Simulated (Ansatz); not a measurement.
# Li (P6/mmm, 3 atoms in the cell): phonons and vibrational spectra, part 2 of 2

Aim: the vibrations of Li (P6/mmm, 3 atoms in the cell), their spectra, and whether the structure is stable.

Ansatz 0.2.0; DFT PBEsol+D4, scalar-relativistic, plane waves, PAW.

So far. Step 3 (Relaxing to small forces for the phonons): The forces vanish by symmetry and the pressure is 0.000 GPa, within the tolerances set. The cell now holds 20.10 Å³/atom. The relaxed cell has a = 4.915, c = 2.882 Å (conventional setting).

This is not the structure that Li takes at ambient pressure and room temperature (bcc); it is a model or a phase of other conditions.

## 4. Modes at Γ

The zone centre comes first: it holds the modes that light can see, as far as symmetry allows. No field response is asked, since the mesh shows no gap.

Contents of input.yaml:

```yaml
crystal:
  lattice:
    - [4.9149310094, 0.0, 0.0]
    - [-2.4574655047, 4.256455112, 0.0]
    - [0.0, 0.0, 2.8822033485]
  atoms:
    - { symbol: Li, position: [0.0, 0.0, 0.0] }
    - { symbol: Li, position: [0.6666666667, 0.3333333333, 0.5] }
    - { symbol: Li, position: [0.3333333333, 0.6666666667, 0.5] }
kpoints:
  mp_grid: { grid: [10, 10, 16] }
hamiltonian:
  xc: pbesol
  dispersion: d4
scf:
  occupations: { method: methfessel_paxton, width: 0.15 }
output:
  eigenvalues: true
phonons:
  method: dfpt
```

Launch:

```console
> ansatz run input.yaml --threads 4 --pin off --max-ram 7168MiB --backend cpu --events-out ev --progress --plain --runs-dir out
```

Numbers of over 12 decimals in the logs are rounded to 6 here.

The log of the run:

```text
zone centre: on kpoints.mp_grid the ground state, and the responses unless they are solved on pairs of k-points, stand on 279 of the mesh's 1600 k-points, reduced under 4 symmetry operations, with k and −k counted as one. Each operation leaves every solved displacement unchanged or reverses it
[...]
Crystal: 3 atoms, lattice volume = 60.296 Å³
Basis set: ecut = 420 eV, 1155 PW (Γ), exchange–correlation on 72×72×40 points (8 copies of the dense FFT grid, shifted against one another)
Bands: 9, of which v1, the nominal top of the filled ones, is band 5 counted from 1 (4 counted from 0)
Symmetry: 24 space group operations
k-points: 279 of 1600 (irreducible under 4 space group operations, time reversal used)
[...]
SCF iter   1: F=—  HF=-608.994212 eV  |F-HF|=—  |Δ(HF+E_count)|=         —  Δρ=1.77e-3  dr2=1.84e-3  ethr=1.77e-3  ⟨swp⟩=4.0  Hψ=14574  notcnv=0
[...]
SCF iter   7: F=-608.991923 eV  HF=-608.991923 eV  |F-HF|=0.00e0  |Δ(HF+E_count)|=  3.76e-11  S|Δr|=    0.00e0  Δρ=1.50e-8  dr2=1.42e-13  ethr=1.00e-12  ⟨swp⟩=4.8  Hψ=8431  notcnv=0
SCF 1 converged in 7 iterations: F = -608.991923 eV  dr2 = 1.42e-13
[...]
DFPT response loops at Γ: preconditioner auto → Kerker (q_TF=auto, 1.987 Å⁻¹) (partly filled bands, converged f_vac=0.000); β = 1.00, the filter's whole step (`scf.mixing.beta` (0.50) is not read by the response loops under this deck's `scf.mixing.preconditioner`; to damp them name `kerker` or `kerker_dos`, under which they read `scf.mixing.beta`, and type it under 1.00, their step now; both keys bind the ground state too); Broyden in place of MSR1
SCF converged after 7 iterations
[...]
Free energy (F): -608.991923 eV
[...]
Internal energy: -608.991368 eV  (E = F + TS)
E sigma→0 (E₀):  -608.991785 eV
Entropy (-TS):   -0.000555 eV (-0.185 meV/atom)
Fermi energy:    1.066893 eV
Step filling:    the computed levels leave a gap of 0.0000 eV = 0.0 smearing widths at the electron count; against every level under it full and every level over it empty, smearing changes F+E_penalty+E_count by +0.548 meV and its σ→0 estimate by +0.687 meV
[...]
--- Band table (eV; the first three rows and the last of 279) ---
[...]
--- Phonons (Γ-DFPT): 4 representative perturbations + reference, on 279 of 1600 k-points (Σ response iterations 12) ---
  k mesh reduced under 4 symmetry operations, with k and −k counted as one. Each operation leaves every solved displacement unchanged or reverses it
  ASR residual: 3.212e-6 → 0.000e0 eV/Å²; symmetrization residual: 6.506e-8 eV/Å²
  pairwise dispersion correction: d4 (s6 = 1.0, s8 = 1.71885698, s9 = 1.0, a1 = 0.47901421, a2_bohr = 5.96771589), with the weights of each atom's references fixed at the reference crystal's, and the forces and stress that the weights' published response gives there kept as a pressure on the atom's counted neighbours (hamiltonian.dispersion)
  ASR residual per site (eV/Å²): 3.21e-6 1.96e-6 1.96e-6
  Γ frequencies (cm⁻¹): -100.62 0.00 0.00 0.00 170.11 272.47 272.47 308.85 308.85
  non-analytic LO–TO correction: not included (Born effective charges unavailable; polar crystals: no LO–TO splitting at Γ)
```

Run time: 27 s. Hardware: 4 threads of Arm Neoverse N1, shared host; peak memory 0.7 GiB; 79 s of CPU time.

This step gave:

```yaml
sum_rule_residual_before_enforcement: 3.21e-6 eV/Å²
point_group: 6/mmm
highest_optical_mode_at_the_zone_centre_no_lo_to_term: 308.9 cm⁻¹
lowest_optical_zone_centre_mode: -100.6 cm⁻¹
```

Patterns of degenerate modes are one choice out of their space. Modes at Γ (negative means imaginary):

| mode | frequency (cm⁻¹) | symmetry |
| --- | --- | --- |
| 1 | -100.6 | B1g |
| 2 | 0.0 | acoustic |
| 3 | 0.0 | acoustic |
| 4 | 0.0 | acoustic |
| 5 | 170.1 | A2u |
| 6 | 272.5 | E1u |
| 7 | 272.5 | E1u |
| 8 | 308.9 | E2g |
| 9 | 308.9 | E2g |

Displacements in mode 1 (-100.6 cm⁻¹), the largest set to 1:
```
Li1  0.00  0.00  0.00
Li2  0.00  0.00  1.00
Li3  0.00  0.00 -1.00
```

Displacements in mode 7 (272.5 cm⁻¹), the largest set to 1:
```
Li1  0.00  1.00  0.00
Li2  0.00 -0.50  0.00
Li3  0.00 -0.50  0.00
```

Before it was imposed, the acoustic sum rule was missed by 3.2e-6 eV/Å². Small misses are needed for a sound result but don't prove that mesh and cutoff are converged. The lowest optical mode is imaginary, 100.6i cm⁻¹, so the energy falls along it.

## 5. Phonons on a q mesh

Stability and thermal properties need the whole zone. Linear response on a 2×2×4 q mesh gives force constants as far as a supercell of that size would.

input.yaml, as its differences from that of step 4:

```diff
@@ -20 +20,9 @@
   method: dfpt
+  qmesh: [2, 2, 4]
+  temperatures: { t_max: 1000, t_step: 50 }
+  qpath:
+    path:
+      - [[0.0, 0.0, 0.0], [0.5, 0.0, 0.0], [0.33333333, 0.33333333, 0.0], [0.0, 0.0, 0.0], [0.0, 0.0, 0.5], [0.5, 0.0, 0.5], [0.33333333, 0.33333333, 0.5], [0.0, 0.0, 0.5]]
+      - [[0.5, 0.0, 0.5], [0.5, 0.0, 0.0]]
+      - [[0.33333333, 0.33333333, 0.5], [0.33333333, 0.33333333, 0.0]]
+    npoints: 10
```

The log of the run:

```text
[...]
Crystal: 3 atoms, lattice volume = 60.296 Å³
Basis set: ecut = 420 eV, 1155 PW (Γ), exchange–correlation on 72×72×40 points (8 copies of the dense FFT grid, shifted against one another)
Bands: 9, of which v1, the nominal top of the filled ones, is band 5 counted from 1 (4 counted from 0)
Symmetry: 24 space group operations
k-points: 126 of 1600
[...]
SCF iter   1: F=—  HF=-608.994209 eV  |F-HF|=—  |Δ(HF+E_count)|=         —  Δρ=1.77e-3  dr2=1.84e-3  ethr=1.77e-3  ⟨swp⟩=4.0  Hψ=6589  notcnv=0
[...]
SCF iter   7: F=-608.991923 eV  HF=-608.991923 eV  |F-HF|=2.27e-13  |Δ(HF+E_count)|=  3.75e-11  S|Δr|=    0.00e0  Δρ=1.53e-8  dr2=1.50e-13  ethr=1.00e-12  ⟨swp⟩=4.8  Hψ=3841  notcnv=0
SCF 1 converged in 7 iterations: F = -608.991923 eV  dr2 = 1.50e-13
[...]
phonons: the bands overlap, so this run is a metal and interpolates without the dipole-dipole term. If the crystal is really an insulator or semiconductor, its LO-TO splitting is missing
NSCF: frozen V_eff on 126 k-points
[...]
DFPT response loops at q = (0, 0, 0) (fractional): preconditioner auto → Kerker (q_TF=auto, 1.987 Å⁻¹) (partly filled bands, converged f_vac=0.000); β = 1.00, the filter's whole step (`scf.mixing.beta` (0.50) is not read by the response loops under this deck's `scf.mixing.preconditioner`; to damp them name `kerker` or `kerker_dos`, under which they read `scf.mixing.beta`, and type it under 1.00, their step now; both keys bind the ground state too); Broyden in place of MSR1
[...]
SCF converged after 7 iterations
[...]
Free energy (F): -608.991923 eV
[...]
Internal energy: -608.991368 eV  (E = F + TS)
E sigma→0 (E₀):  -608.991785 eV
Entropy (-TS):   -0.000555 eV (-0.185 meV/atom)
Fermi energy:    1.066893 eV
[...]
--- Band table (eV; the first three rows and the last of 126) ---
[...]
--- Phonons (Γ-DFPT): 4 representative perturbations + reference (Σ response iterations 12) ---
  ASR residual: 3.279e-6 → 0.000e0 eV/Å²; symmetrization residual: 7.019e-8 eV/Å²
[...]
ASR residual per site (eV/Å²): 3.28e-6 2.03e-6 2.03e-6
  Γ frequencies (cm⁻¹): -100.62 0.00 0.00 0.00 170.11 272.47 272.47 308.85 308.85
--- Phonons (arbitrary-q DFPT): 6 irreducible q on the 2×2×4 mesh ---
  q = [0.0000, 0.0000, 0.0000] (star 1, of the zone-centre solve; hermiticity 9.16e-8, symmetrization 4.97e-13): -100.62 -0.00 -0.00 0.00 170.11 272.47 272.47 308.85 308.85
  q = [0.0000, 0.0000, 0.2500] (star 2, 4 solved perturbations in 1440 linear systems a pass and spin channel, the states on 496 of 1600 k-point pairs; hermiticity 1.20e-7, symmetrization 6.61e-13): 60.06 60.06 204.17 219.09 256.81 256.81 289.17 309.43 309.43
[...]
q = [0.0000, -0.5000, 0.0000] (star 3, 6 solved perturbations on 279 of 1600 k-point pairs; hermiticity 6.77e-7, symmetrization 3.21e-14): -64.66 57.90 141.93 159.83 164.03 190.85 231.11 263.41 329.80
[...]
sum rule: each row above includes the acoustic sum rule's correction from the zone centre's row sums; it moved no ω² by more than (0.36 cm⁻¹)²
  mesh force constants: q→R imaginary residual 7.15e-18; ASR residual 3.279e-6 → 0.000e0 eV/Å²; symmetrization residual 8.882e-16 eV/Å²
  interpolated dispersion: 93 rows × 9 modes
  density of states and harmonic sums: on the 16×16×24 q-mesh, interpolated from the force constants of a 2×2×4 supercell (no non-analytic term)
  largest difference from the sums on the solved wave vectors: F 5.77e-2 eV, S 8.31e-5 and C_V 2.57e-5 eV/K
  zero-point energy: 0.120389 eV/cell   skipped modes (ω ≤ 0): 74, of them read as no rigid motion or as one in doubt: 71 (1.423e-1 modes/cell left out, lowest -100.62 cm⁻¹)   left out of the sums: 1.59e-2 of the cell's modes: C_V's classical limit lies that fraction below 3 k_B per atom; for a crystal, a wire or a layer, F and S can be off by more, and a phonons.interpolated_qmesh denser along its periods is the remedy for the sampling
```

It took 3 min on 4 threads; peak memory 0.88 GiB.

This step gave:

| Quantity | Value |
| --- | --- |
| sum-rule residual before enforcement | 3.28e-6 eV/Å² |
| lowest frequency on the path | -100.6 cm⁻¹ |
| highest frequency on the path or at a solved wavevector | 358.1 cm⁻¹ |
| lowest mode on the q mesh (acoustic modes at Γ apart) | -100.6 cm⁻¹ |

Frequencies (cm⁻¹) solved at each irreducible wavevector; negative means imaginary. Frequencies by wavevector, by row:

| q in reciprocal lattice units | star | mode 1 | mode 2 | mode 3 | mode 4 | mode 5 | mode 6 | mode 7 | mode 8 | mode 9 |
| --- | --- | --- | --- | --- | --- | --- | --- | --- | --- | --- |
| 0 0 0 | 1 | -100.6 | 0 | 0 | 0 | 170.1 | 272.5 | 272.5 | 308.9 | 308.9 |
| 0 0 0.25 | 2 | 60.1 | 60.1 | 204.2 | 219.1 | 256.8 | 256.8 | 289.2 | 309.4 | 309.4 |
| 0 0 -0.5 | 1 | 146 | 146 | 232.7 | 232.7 | 303.6 | 332.6 | 332.6 | 339.9 | 345.2 |
| 0 -0.5 0 | 3 | -64.7 | 57.9 | 141.9 | 159.8 | 164 | 190.8 | 231.1 | 263.4 | 329.8 |
| 0 -0.5 0.25 | 6 | 137.5 | 139.9 | 199 | 212.9 | 214.7 | 242.6 | 250 | 293.7 | 323.5 |
| 0 -0.5 -0.5 | 3 | 74.6 | 151.4 | 176.5 | 207.2 | 236.4 | 313.6 | 314.2 | 324.2 | 346 |

Interpolated from a 2×2×4 q mesh. Phonon branches along the path, in cm⁻¹:

| point | branch 1 | branch 2 | branch 3 | branch 4 | branch 5 | branch 6 | branch 7 | branch 8 | branch 9 |
| --- | --- | --- | --- | --- | --- | --- | --- | --- | --- |
| Γ | -101 | 0 | 0 | 0 | 170 | 272 | 272 | 309 | 309 |
| halfway | -87 | 39 | 101 | 140 | 158 | 218 | 236 | 303 | 324 |
| M | -65 | 58 | 142 | 160 | 164 | 191 | 231 | 263 | 330 |
| halfway | -54 | 50 | 141 | 146 | 166 | 180 | 247 | 272 | 321 |
| K | 8 | 8 | 136 | 139 | 169 | 169 | 273 | 273 | 307 |
| halfway | -82 | 42 | 109 | 155 | 162 | 214 | 216 | 307 | 320 |
| Γ | -101 | 0 | 0 | 0 | 170 | 272 | 272 | 309 | 309 |
| halfway | 60 | 60 | 204 | 219 | 257 | 257 | 289 | 309 | 309 |
| A | 146 | 146 | 233 | 233 | 304 | 333 | 333 | 340 | 345 |
| halfway | 116 | 144 | 193 | 220 | 298 | 309 | 328 | 329 | 346 |
| L | 75 | 151 | 176 | 207 | 236 | 314 | 314 | 324 | 346 |
| halfway | 51 | 157 | 192 | 196 | 238 | 304 | 313 | 314 | 354 |
| H | -2 | 173 | 173 | 223 | 223 | 286 | 313 | 313 | 358 |
| halfway | 103 | 149 | 186 | 214 | 294 | 310 | 316 | 326 | 350 |
| A | 146 | 146 | 233 | 233 | 304 | 333 | 333 | 340 | 345 |
| jump to L | 75 | 151 | 176 | 207 | 236 | 314 | 314 | 324 | 346 |
| halfway | 138 | 140 | 199 | 213 | 215 | 243 | 250 | 294 | 324 |
| M | -65 | 58 | 142 | 160 | 164 | 191 | 231 | 263 | 330 |
| jump to H | -2 | 173 | 173 | 223 | 223 | 286 | 313 | 313 | 358 |
| halfway | 108 | 157 | 157 | 241 | 241 | 258 | 258 | 258 | 320 |
| K | 8 | 8 | 136 | 139 | 169 | 169 | 273 | 273 | 307 |

The phonon branches as a text plot (rows in cm⁻¹):

```
    349 |                       ******************       ***
    329 |  *****              *********     *************
    310 |***    ************** ******************* *     ** *****
    291 |   *     **        * **   *    ***       * *    ***
    272 |*   *****     ****   *     *      **     ** ****  *  ***
    253 | **    * *   *    ****      *             **       **
    234 |  ** **   *         * ****   *****   ****************
    215 |    *       *      *     *****  ** ***  *  **       *
    196 |   ****    *     * *      *   **  * *    *******     *
    177 |*   *  ****   *** *        * ** ****    *   *   **    **
    157 | *** ***   ***             ***** * *    *   ****  ***  *
    138 |    *******            ****         **** ***** *     ***
    119 |  **       *          *   *         *     *  *      **
    100 |            **       *     *             *         *  *
     81 | **              *  *       **     *    *     *   *
     62 | *  ***      *     *          *   *            *
     43 |   *   * **** * * *            *                 *     *
     24 |***     *    **  *               *              *
      5 |*             **                *
    -15 |        *       **
    -34 |         *                                    *
    -53 |      **  *
    -72 |   ***     *                                   *
    -91 |***         *****
         Γ    M  K      Γ       A     L  H     A|L     M|H      K
```

Tetrahedra on a 16×16×24 mesh, mean over bins of 5 cm-1. Interpolated from a 2×2×4 q mesh. Phonon density of states against wavenumber; read off at these points:

wavenumber (cm⁻¹), phonon density of states (1/cm⁻¹/cell) and a bar:
```
     -102     0.0000 
      -88     0.0014 #
      -72     0.0018 #
      -52     0.0022 #
      -38     0.0012 
      -22     0.0010 
       -8     0.0009 
        8     0.0010 
       22     0.0015 #
       42     0.0043 ##
       58     0.0089 ###
       72     0.0102 ####
       88     0.0147 ######
      102     0.0225 #########
      118     0.0207 ########
      138     0.0251 ##########
      152     0.0368 ##############
      158     0.0380 ###############
      168     0.0261 ##########
      182     0.0408 ################
      198     0.0435 #################
      212     0.0384 ###############
      232     0.0297 ###########
      248     0.0302 ############
      262     0.0209 ########
      278     0.0301 ############
      292     0.0348 #############
      308     0.0598 #######################
      322     0.0778 ##############################
      328     0.0364 ##############
      342     0.0171 #######
      358     0.0021 #
```

Symmetry leaves 6 wavevectors to solve. The lowest mode among them, the acoustic zeros apart, lies at Γ and is imaginary, 100.6i cm⁻¹, so the energy falls along it.

## 6. Another isotope

An isotope changes the mass and not the force constants, so no new electronic calculation is needed; the shifts show which modes move this element.

The same force constants with the mass of Li changed from 6.940 to 6.015 u (phonopy, no LO-TO term). Both lists are sorted by frequency. Modes under 3 cm⁻¹ are left out. Isotope shifts, by row:

| q | rank | natural mass (cm⁻¹) | changed mass (cm⁻¹) |
| --- | --- | --- | --- |
| 0 0 0 | 1 | -100.6 | -108.1 |
| 0 0 0 | 5 | 170.1 | 182.7 |
| 0 0 0 | 6 | 272.5 | 292.7 |
| 0 0 0 | 7 | 272.5 | 292.7 |
| 0 0 0 | 8 | 308.9 | 331.7 |
| 0 0 0 | 9 | 308.9 | 331.7 |
| 0 0 0.25 | 1 | 60.06 | 64.51 |
| 0 0 0.25 | 2 | 60.06 | 64.51 |
| 0 0 0.25 | 3 | 204.2 | 219.3 |
| 0 0 0.25 | 4 | 219.1 | 235.3 |
| 0 0 0.25 | 5 | 256.8 | 275.8 |
| 0 0 0.25 | 6 | 256.8 | 275.8 |
| 0 0 0.25 | 7 | 289.2 | 310.6 |
| 0 0 0.25 | 8 | 309.4 | 332.4 |
| 0 0 0.25 | 9 | 309.4 | 332.4 |
| 0 0 -0.5 | 1 | 146 | 156.8 |
| 0 0 -0.5 | 2 | 146 | 156.8 |
| 0 0 -0.5 | 3 | 232.7 | 249.9 |
| 0 0 -0.5 | 4 | 232.7 | 249.9 |
| 0 0 -0.5 | 5 | 303.6 | 326.1 |
| 0 0 -0.5 | 6 | 332.6 | 357.2 |
| 0 0 -0.5 | 7 | 332.6 | 357.2 |
| 0 0 -0.5 | 8 | 339.9 | 365.1 |
| 0 0 -0.5 | 9 | 345.2 | 370.8 |
| 0 -0.5 0 | 1 | -64.66 | -69.45 |
| 0 -0.5 0 | 2 | 57.9 | 62.19 |
| 0 -0.5 0 | 3 | 141.9 | 152.4 |
| 0 -0.5 0 | 4 | 159.8 | 171.7 |
| 0 -0.5 0 | 5 | 164 | 176.2 |
| 0 -0.5 0 | 6 | 190.8 | 205 |
| 0 -0.5 0 | 7 | 231.1 | 248.2 |
| 0 -0.5 0 | 8 | 263.4 | 282.9 |
| 0 -0.5 0 | 9 | 329.8 | 354.2 |

With one element every mode shifts by +7.41 %.

## 7. Outcome

| Quantity | Value |
| --- | --- |
| space group after relaxation (within 0.01 Å) | P6/mmm |
| volume per atom | 20.1 Å³ |
| electronic character | no gap on this mesh |
| highest optical mode at the zone centre (no LO-TO term) | 309 cm⁻¹ |
| lowest optical zone-centre mode | -101 cm⁻¹ |
| lowest mode on the q mesh (acoustic modes at Γ apart) | -101 cm⁻¹ |
| highest frequency on the path or at a solved wavevector | 358 cm⁻¹ |
| imaginary modes on the 2×2×4 q mesh | yes |

**Reading.** Modes are clearly imaginary (beyond 10i cm⁻¹) at 2 of the 6 irreducible wavevectors, most at Γ (100.6i cm⁻¹), so this structure is not a minimum of the energy. The optical modes at Γ span -101 to 309 cm⁻¹ (negative means imaginary). With no gap, or one that is small against the smearing, the frequencies hang on the k mesh and the smearing, most of all near Kohn anomalies. In the phonons the program treats the change of the C6 weights of the dispersion term with coordination only in part. These are harmonic frequencies at zero temperature: anharmonic shifts, linewidths and thermal expansion are left out.

[Logs are printed without paths, hosts, clocks, repeated set-up lines and the standing remarks that a program may print on its own settings, such as how far it seeks lower states.]

[Hosts, paths, dates, database ids (printed as entryN), source tags and the programs' standing remarks are cut or masked in the printed files.]
